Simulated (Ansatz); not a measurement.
# CsBe2BSe3F2: complex band structure

Wanted: the relaxed cell of CsBe2BSe3F2, its band edges and its decay constants. It is built by putting Se for O in the CsBe2BO3F2 structure of space group R32, with the volume rescaled by atomic radii. The parent structure comes from the Materials Project.

Main program and level: Ansatz 0.2.0; PBEsol DFT, plane waves, PAW files, in the first sound run; inputs show where later runs differ.

Report form: the programs' logs are mostly left out.

The structure was built from a prototype and need not be the compound's stable phase.

## Step 1: Set-up

It takes space group R32 (No. 155, trigonal). The conventional cell has a = 4.919 Å, b = 4.919 Å, c = 24.269 Å, α = 90.00°, β = 90.00°, γ = 120.00°. Cs has 6 F at 3.32 Å and 6 Se at 4.39 Å and 6 Be at 4.45 Å nearest. Be has 1 F at 1.71 Å and 3 Se at 1.81 Å nearest. B has 3 Se at 1.52 Å nearest. Nearest to Se lie 4 B at 1.52 to 4.36 Å and 6 Be at 1.81 to 4.27 Å and 2 Se at 2.63 Å and 2 Cs at 4.39 Å. Nearest to F lie 1 Be at 1.71 Å and 3 Cs at 3.32 Å. It derives from CsBe2BO3F2. Se for O in the CsBe2BO3F2 structure of space group R32. Farther neighbours and most contacts between anions are not listed.

## Step 2: Cell and atoms at rest

The substituted atoms don't fit the parent's cell, so cell and atoms relax together. A small smearing keeps the run stable in case the gap closes on the way.

File input.yaml:

```yaml
crystal:
  lattice:
    - [2.4594559394, 1.4199675487, 8.0895042317]
    - [-2.4594559394, 1.4199675487, 8.0895042317]
    - [0.0, -2.8399350974, 8.0895042317]
  atoms:
    - { symbol: Cs, position: [0.0, 0.0, 0.0] }
    - { symbol: Be, position: [0.808063, 0.808063, 0.808063] }
    - { symbol: Be, position: [0.191937, 0.191937, 0.191937] }
    - { symbol: B, position: [0.5, 0.5, 0.5] }
    - { symbol: Se, position: [0.19134, 0.80866, 0.5] }
    - { symbol: Se, position: [0.5, 0.19134, 0.80866] }
    - { symbol: Se, position: [0.80866, 0.5, 0.19134] }
    - { symbol: F, position: [0.737619, 0.737619, 0.737619] }
    - { symbol: F, position: [0.262381, 0.262381, 0.262381] }
kpoints:
  mp_grid: { grid: [6, 6, 6] }
scf:
  occupations: { method: gaussian, width: 0.03 }
hamiltonian:
  xc: pbesol
output:
  forces: true
  stress: true
relax:
  f_tol: 0.02
  max_steps: 60
  cell: {}
```

Launch:

```
> ansatz run input.yaml --threads 2 --pin off --max-ram 4096MiB --backend cpu --events-out ev --progress --plain --runs-dir out
```

Elapsed: 2.9 min, on 2 threads of Arm Neoverse V2, shared host; peak memory 0.61 GiB.

Relaxation path:

```
step  energy less that of the first step (eV)  largest force component (eV/Å)  pressure (GPa)  volume (Å³)
   1                                   0.0000                         14.0169           51.94       169.51
   2                                  -8.5157                          5.4880           27.93       186.60
   3                                 -13.3789                          2.9152           12.55       204.75
   4                                 -15.3356                          0.8753            4.21       215.21
   5                                 -15.6619                          0.6513           -2.09       223.65
   6                                 -15.8370                          0.2494           -0.82       212.66
   7                                 -15.9375                          0.3442            0.33       200.29
   8                                 -15.9748                          0.3223            0.73       191.24
   9                                 -15.9817                          0.0421            0.23       191.31
  10                                 -15.9828                          0.0752            0.11       190.85
  11                                 -15.9830                          0.0043           -0.01       191.06
 12*                                 -16.4479                          0.0174            2.58       191.06
  13                                 -16.5714                          0.0800            0.65       198.03
  14                                 -16.5678                          0.0293           -0.33       205.05
  15                                 -16.5734                          0.0051            0.00       203.90
 16*                                 -16.5933                          0.0072            0.05       203.90
  17                                 -16.5932                          0.0004            0.00       204.00
 18*                                 -16.5934                          0.0004            0.00       204.00
```

Relaxation steps marked * repeat the geometry before them on a plane-wave basis chosen anew for their cell, so energy and pressure can jump there.

Forces are held to the 6 operations that the run works with; a distortion that breaks them can't arise in this run.

```
     cell as run  before  after   change
           a (Å)   8.574  7.381  -13.9 %
           b (Å)   8.574  7.381  -13.9 %
           c (Å)   8.574  7.381  -13.9 %
           α (°)   33.34  48.08  +44.2 %
           β (°)   33.34  48.08  +44.2 %
           γ (°)   33.34  48.08  +44.2 %
volume (Å³/atom)   18.83  22.67  +20.3 %
```

The atoms that moved most (Å, as changes of fractional coordinates times the final cell):

```
atom      dx      dy      dz  length
  F8   0.000   0.000  -0.546   0.546
  F9   0.000   0.000   0.546   0.546
 Be2   0.000   0.000  -0.472   0.472
 Be3   0.000   0.000   0.472   0.472
 Se7   0.040   0.069   0.000   0.079
 Se5  -0.079   0.000   0.000   0.079
 Se6   0.040  -0.069   0.000   0.079
```

Numbers from this step:

| Property | Result |
| --- | --- |
| free energy | -23799.7954 eV |
| Fermi energy | 4.955 eV |
| pressure | 9.41e-4 GPa |

The largest force component on a free atom ends at 3.8e-4 eV/Å.

## Step 3: Band edges

The energy window and the wavevectors of the next steps follow from the band edges, so these are searched first, off the mesh as well.

File input.yaml:

```yaml
crystal:
  lattice:
    - [3.0067507656, 1.7359483639, 6.5138514276]
    - [-3.0067507656, 1.7359483639, 6.5138514276]
    - [0.0, -3.4718967278, 6.5138514276]
  atoms:
    - { symbol: Cs, position: [0.0, 0.0, 0.0] }
    - { symbol: Be, position: [0.783904017, 0.783904017, 0.783904017] }
    - { symbol: Be, position: [0.216095983, 0.216095983, 0.216095983] }
    - { symbol: B, position: [0.5, 0.5, 0.5] }
    - { symbol: Se, position: [0.1781274924, 0.8218725076, 0.5] }
    - { symbol: Se, position: [0.5, 0.1781274924, 0.8218725076] }
    - { symbol: Se, position: [0.8218725076, 0.5, 0.1781274924] }
    - { symbol: F, position: [0.7096836043, 0.7096836043, 0.7096836043] }
    - { symbol: F, position: [0.2903163957, 0.2903163957, 0.2903163957] }
kpoints:
  mp_grid: { grid: [6, 6, 6] }
  band_path: { path: [VBM, CBM], npoints: 30 }
scf:
  occupations: { method: fixed }
hamiltonian:
  xc: pbesol
output:
  eigenvalues: true
  write_potential: true
  write_density: true
  volumetric_format: npy
  elf: true
```

It took 41 s on 2 threads; peak memory 0.62 GiB; 81 s of CPU time.

This step gave:

| Item | Value |
| --- | --- |
| free energy | -23799.7957 eV |
| Fermi energy | 3.722 eV |
| gap on the k-mesh | 2.465 eV |
| gap on path | 2.465 eV, by band count; negative where bands overlap |
| direct gap on path | 2.504 eV |
| edge places on path | 0, 0.3115 1/A along the path |

The electronic bands at the labelled points (eV, zero at the Fermi level (highest filled level under fixed occupations); v1 is the highest filled band, c1 the lowest empty one):

```
  point     v4     v3     v2     v1    c1    c2    c3    c4
    VBM  -1.06  -0.99  -0.05   0.00  2.58  4.12  4.63  4.97
halfway  -1.07  -1.00  -0.06  -0.02  2.49  4.43  4.98  4.98
    CBM  -1.04  -1.04  -0.05  -0.05  2.47  4.48  5.16  5.16
```

Valence density in the ac plane of the cell as run, not the conventional one, at fractional y = 0.178, with atoms of Be and Se within 0.2 Å of it. It is the smooth field of the valence electrons, not physical close to the nuclei.

Ten steps, logarithmic in the rise over the least value, from '0' (0 e/Å³) to '9' (31 e/Å³), each cell a mean:
```
100000123321000012222
210000124653100001222
211000125886310000122
211000013799521000012
111000001478731000001
000000000235532100000
000000000012322100000
000000000001111100000
000000000000000000000
000000000000000000000
000011000000000000000
000012210000000000000
000013331000000000000
000012443100000000000
000011343200000000000
000001123210000000000
000000011110000000000
000001010000000000000
000001111000000011100
000001111100000011110
000001122110000012221
```
Columns run along a (7.4 Å), rows up along c (7.4 Å). Atoms in or near the plane, at fractional coordinates: Be at (0.22, 0.22), Se at (0.50, 0.82).

ELF in the ac plane of the cell as run, not the conventional one, at fractional y = 0.178, with atoms of Be and Se within 0.2 Å of it. It is the smooth field of the valence electrons, not physical close to the nuclei.

Ten even steps from '_' (0.00) to '@' (0.90), each cell a mean:
```
%%++..__::##%%@@@@@@@@%%**::__::##@@@@@@@@
@@%%==__..**%%@@%%####@@%%**..__==%%@@@@@@
@@@@##::__==%%@@%%==--**@@%%++....**@@@@@@
@@@@%%==__..**@@@@++..--##@@%%==__..**@@@@
@@@@%%++..__--##@@%%++--++%%@@##--__..++%%
**##**++..____==##%%%%****%%%%%%++..__..--
..::::::..____..++##############++..______
________________..==++********++==..______
__________________..::--======--::________
______..::::..________..........__________
____..::++++++::__________________________
......--**####**--______________________..
::::..::++%%%%%%##--______________........
::::::..--##%%%%%%**--____________..::::::
::--::____==##%%%%##++..__________..::::::
::::::..____==##%%##**::____________..::::
::::::..______--++**++::____..::..____....
................::::::..____::++++==::____
______..::==****--....______::**%%%%**--..
..______--**%%@@%%++::______::**@@@@@@%%++
++..____--##%%@@@@@@##==..__..++@@@@@@@@%%
```
Columns run along a (7.4 Å), rows up along c (7.4 Å). Atoms in or near the plane, at fractional coordinates: Be at (0.22, 0.22), Se at (0.50, 0.82).

Electrostatic potential energy in the ac plane of the cell as run, not the conventional one, at fractional y = 0.178, with atoms of Be and Se within 0.2 Å of it. With pseudopotentials it is smooth inside the atoms' cores, unlike the true potential.

Ten even steps from '_' (-17 eV) to '@' (10 eV), each cell a mean:
```
++##%%@@@@%%**::__..--##@@@@@@%%##--____..
::++%%%%@@@@##::..::..::##@@@@%%%%**::____
..==##%%@@@@%%==..====::::##@@@@%%##++::__
--==**%%@@@@@@##..--++++..--%%@@@@%%##**--
****##%%%%@@@@%%**..--==--..**%%@@@@%%%%##
######%%%%@@@@@@%%++::....__==%%@@@@@@%%%%
%%%%%%%%@@@@@@@@@@%%**--....==%%@@@@@@@@@@
@@@@@@@@@@@@@@@@@@@@@@##**++**%%@@@@@@@@@@
@@@@@@@@@@@@@@@@@@@@@@@@%%%%%%%%@@@@@@@@@@
@@@@@@@@@@@@@@@@@@@@@@@@@@@@@@@@@@@@@@@@@@
@@@@@@@@@@@@@@@@@@@@@@@@@@@@@@@@@@@@@@@@@@
%%%%%%%%@@@@@@@@@@@@@@@@@@@@@@@@@@@@@@@@@@
%%##**##%%**--**@@@@@@@@@@@@@@@@@@@@@@@@@@
%%##==::--++..__**@@@@@@@@@@@@@@@@@@@@@@@@
%%##--____..--..--@@@@@@@@@@@@@@@@@@@@@@@@
@@%%++______..++**@@@@@@@@@@@@@@@@@@@@@@@@
@@@@##==______--%%@@@@@@@@@@@@%%%%@@@@@@@@
@@@@@@##==____::##%%@@@@@@@@%%%%%%%%%%%%@@
@@@@@@@@##++--==**%%@@@@@@@@%%####**##%%%%
%%@@@@@@@@%%##****%%@@@@@@@@%%##**====++##
##%%@@@@@@%%##++++**%%@@@@@@%%%%**--..::++
```
Columns run along a (7.4 Å; values clipped at the 3rd and 97th percentile), rows up along c (7.4 Å). Atoms in or near the plane, at fractional coordinates: Be at (0.22, 0.22), Se at (0.50, 0.82).

The searched edges give 2.47 eV, as on the mesh.

## Step 4: Complex bands, plane (101)

This step: PBEsol DFT, plane waves, PAW files; complex bands by layer matching along the plane's normal (Ansatz 0.2.0).

The same crystal is laid in a cell whose first two vectors span the (101) plane (indices of the standard conventional cell, whose axes can be ordered otherwise than in the bulk input). At fixed energy and wavevector in the plane the solver finds all kz, real and complex. A few wavevectors are listed, (0, 0) and (0, -0.5) in units of the plane's reciprocal vectors; the slowest state needn't be among them.

File input.yaml:

```yaml
crystal:
  lattice:
    - [6.013501531, 0.0, 0.0]
    - [3.006750766, 6.741199978, 0.0]
    - [3.006750766, -1.341089153, 5.032209295]
  atoms:
    - { symbol: Cs, position: [0.0, 0.0, 0.0] }
    - { symbol: Be, position: [0.432191966, 0.351712051, 0.783904017] }
    - { symbol: Be, position: [0.567808034, 0.648287949, 0.216095983] }
    - { symbol: B, position: [0.0, 0.5, 0.5] }
    - { symbol: Se, position: [0.3218725076, 0.5, 0.1781274924] }
    - { symbol: Se, position: [0.6781274924, 0.5, 0.5] }
    - { symbol: Se, position: [0.0, 0.5, 0.8218725076] }
    - { symbol: F, position: [0.5806327914, 0.1290508129, 0.7096836043] }
    - { symbol: F, position: [0.4193672086, 0.8709491871, 0.2903163957] }
kpoints:
  mp_grid: { grid: [6, 6, 6] }
scf:
  occupations: { method: fixed }
hamiltonian:
  xc: pbesol
output:
  eigenvalues: true
  transmission:
    leads: [[0, 0]]
    kpoints: [[0.0, 0.0], [0.0, -0.5]]
    e_range: [-1.0, 3.47]
    de: 0.09
```

It took 98 s on 2 threads; peak memory 1.5 GiB; 3.2 min of CPU time.

Numbers from this step:

| Property | Result |
| --- | --- |
| level to which the leads are filled | 1.233 eV from the Fermi level |
| decay constant at the filling level, zone centre | 0.2118 Å⁻¹ |
| decay constant at the filling level, slowest listed point | 0.2118 Å⁻¹ |

K parallel (0, 0); values up to 1.5 1/Å, a degenerate pair printed once or twice; energies at which all values exceed this have no row. Table of Im kz of the slowest decaying states by energy, zero at the highest filled level on the SCF mesh:

```
energy (eV)  decay 1 (Å⁻¹)  decay 2 (Å⁻¹)  decay 3 (Å⁻¹)  decay 4 (Å⁻¹)
      -1.00         0.0668         0.0815         0.0890          0.243
      -0.82         0.0820          0.120          0.222          0.270
      -0.55          0.189          0.380          0.527          0.749
      -0.37          0.209          0.428          0.541          0.746
      -0.10          0.229          0.466          0.573          0.742
      -0.01         0.0245         0.0441          0.234          0.475
       0.08         0.0765          0.143          0.239          0.482
       0.35          0.138          0.249          0.266          0.497
       0.53          0.161          0.254          0.318          0.505
       0.80          0.186          0.258          0.379          0.512
       0.98          0.198          0.259          0.414          0.514
       1.16          0.208          0.259          0.453          0.512
       1.43          0.218          0.256          0.483          0.553
       1.61          0.223          0.253          0.466          0.574
       1.88          0.227          0.246          0.443          0.549
       2.06          0.228          0.240          0.424          0.527
       2.33          0.228          0.229          0.381          0.498
       2.51          0.220          0.231          0.327          0.478
       2.78         0.0870          0.211          0.262          0.363
       2.96          0.177          0.206          0.360          0.365
       3.23          0.151          0.190          0.331          0.410
       3.41          0.126          0.173          0.301          0.412
```

K parallel (0, -0.5); values up to 1.5 1/Å, a degenerate pair printed once or twice; energies at which all values exceed this have no row. Im kz of the slowest decaying states against energy, zero at the highest filled level on the SCF mesh:

```
energy (eV)  decay 1 (Å⁻¹)  decay 2 (Å⁻¹)  decay 3 (Å⁻¹)  decay 4 (Å⁻¹)
    -1.0000         0.0997          0.102          0.251          0.749
    -0.7300          0.145          0.278          0.741           1.01
    -0.4600          0.193          0.372          0.737          0.984
    -0.2800          0.212          0.412          0.734          0.968
    -0.0100         0.0493         0.0881          0.231          0.454
     0.2600          0.130          0.242          0.244          0.482
     0.5300          0.167          0.252          0.324          0.498
     0.7100          0.185          0.256          0.368          0.504
     0.9800          0.204          0.258          0.437          0.502
     1.2500          0.217          0.258          0.464          0.564
     1.5200          0.226          0.255          0.443          0.653
     1.7900          0.231          0.249          0.416          0.682
     1.9700          0.233          0.244          0.391          0.672
     2.2400          0.233          0.234          0.333          0.652
     2.5100          0.220          0.231          0.368          0.624
     2.7800          0.206          0.226          0.385          0.595
     2.9600          0.103          0.205          0.220          0.386
     3.2300          0.144          0.210          0.268          0.382
```

At the listed wavevectors the last open channel is at -0.10 eV and the next at +2.51 eV on the grid. At +1.25 eV, the grid energy nearest the filling level (the middle of the gap on the SCF mesh), the slowest state at the listed wavevectors decays with κ = 0.212 Å⁻¹, its amplitude falling by e over 4.7 Å. Through 1 nm of this crystal that state's transmission falls by exp(−2 × 0.212 Å⁻¹ × 10 Å) = 0.014.

[end of part 1 of 2]

[Logs are printed without paths, hosts, clocks, repeated set-up lines and the standing remarks that a program may print on its own settings, such as how far it seeks lower states.]

[Hosts, paths, dates, database ids (printed as entryN), source tags and the programs' standing remarks are cut or masked in the printed files.]
